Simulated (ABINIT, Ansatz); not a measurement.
Planning a run of ABINIT 10.8.3 on CsSnI3 (Pm-3m). The input:

```
acell 3*1.0 Angstrom
rprim 
  6.286228000000 0.000000000000 0.000000000000
  0.000000000000 6.286228000000 0.000000000000
  0.000000000000 0.000000000000 6.286228000000
ntypat 3
znucl 55 50 53
natom 5
typat 1 2 3 3 3
xred 
  0.500000000000 0.500000000000 0.500000000000
  0.000000000000 0.000000000000 0.000000000000
  0.500000000000 0.000000000000 0.000000000000
  0.000000000000 0.000000000000 0.500000000000
  0.000000000000 0.500000000000 0.000000000000
pp_dirpath "pseudos"
pseudos "Cs.upf, Sn.upf, I.upf"
ecut 38
ngkpt 2 2 2
nshiftk 1
shiftk 0 0 0
kptopt 1
chksymbreak 0
istwfk *1
occopt 1
irdwfk 1
optdriver 3
nband 361
ecuteps 8
inclvkb 2
awtr 1
symchi 1
indata_prefix "in"
outdata_prefix "out"
tmpdata_prefix "tmp"
```

```sh
OMP_NUM_THREADS=1 mpirun -n 8 abinit run.abi > log
```

Question: How long will it take on 8 MPI ranks of Arm Neoverse V2, shared host, and how much memory?

It took 9.7 min; on shared hardware allow 4.9 min to 19 min. Peak host memory was 9.1 GiB.

[Paths, hosts, dates, memory and timing lines, banners, echoed tables and standing remarks are left out of the program output.]

[Logs are printed without paths, hosts, clocks, repeated set-up lines and the standing remarks that a program may print on its own settings, such as how far it seeks lower states.]

[Runs of the session that timed out or met a known fault of the program may be left out.]

[Hosts, paths, dates, database ids (printed as entryN), source tags and the programs' standing remarks are cut or masked in the printed files.]

[G0W0 gaps are taken among the corrected bands and points alone; a level outside them can change the order at an edge.]

[Where Ansatz stands beside ABINIT at settings called matched, ABINIT's density can come from a denser mesh and the files from another edition; pairs whose starting gaps differed by over 0.03 eV were left out, so agreement reads better than it is.]
